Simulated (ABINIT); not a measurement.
An input for ABINIT 10.8.3 (BaLiF3 (Pm-3m)):

```
acell 3*1.0 Angstrom
rprim 
  3.988581640000 0.000000000000 0.000000000000
  0.000000000000 3.988581640000 0.000000000000
  0.000000000000 0.000000000000 3.988581640000
ntypat 3
znucl 56 3 9
natom 5
typat 1 2 3 3 3
xred 
  0.000000000000 0.000000000000 0.000000000000
  0.500000000000 0.500000000000 0.500000000000
  0.000000000000 0.500000000000 0.500000000000
  0.500000000000 0.500000000000 0.000000000000
  0.500000000000 0.000000000000 0.500000000000
pp_dirpath "pseudos"
pseudos "Ba.upf, Li.upf, F.upf"
ecut 36
ngkpt 6 6 6
nshiftk 1
shiftk 0 0 0
kptopt 1
chksymbreak 0
nband 23
occopt 1
tolvrs 1e-10
nstep 60
prtwf 0
optforces 0
optstress 0
indata_prefix "in"
outdata_prefix "out"
tmpdata_prefix "tmp"
```

```sh
OMP_NUM_THREADS=1 mpirun -n 4 abinit run.abi > log
```

**Question.** How long will it take on 4 MPI ranks of Arm Neoverse V2, shared host, and how much memory?

It took 19 s; on shared hardware allow 9.7 s to 39 s. Peak host memory was 0.33 GiB.

[Long decimals in the printed logs are rounded to 6 places.]

[Logs are printed without paths, hosts, clocks, repeated set-up lines and the standing remarks that a program may print on its own settings, such as how far it seeks lower states.]

[Paths, hosts, dates, memory and timing lines, banners, echoed tables and standing remarks are left out of the program output; an Ansatz launch command may be rebuilt from the run's recorded settings. Measured values are a selection of at most five: reports struck by readers or far from the other reports are left out. None is set beside runs whose start may be inverted or whose files or cutoffs have a known fault.]

[Runs of the session that timed out or met a known fault of the program may be left out.]

[Hosts, paths, dates, database ids (printed as entryN), source tags and the programs' standing remarks are cut or masked in the printed files.]

[G0W0 gaps are taken among the corrected bands and points alone; a level outside them can change the order at an edge.]

[Where Ansatz stands beside ABINIT at settings called matched, ABINIT's density can come from a denser mesh and the files from another edition; pairs whose starting gaps differed by over 0.03 eV were left out, so agreement reads better than it is.]
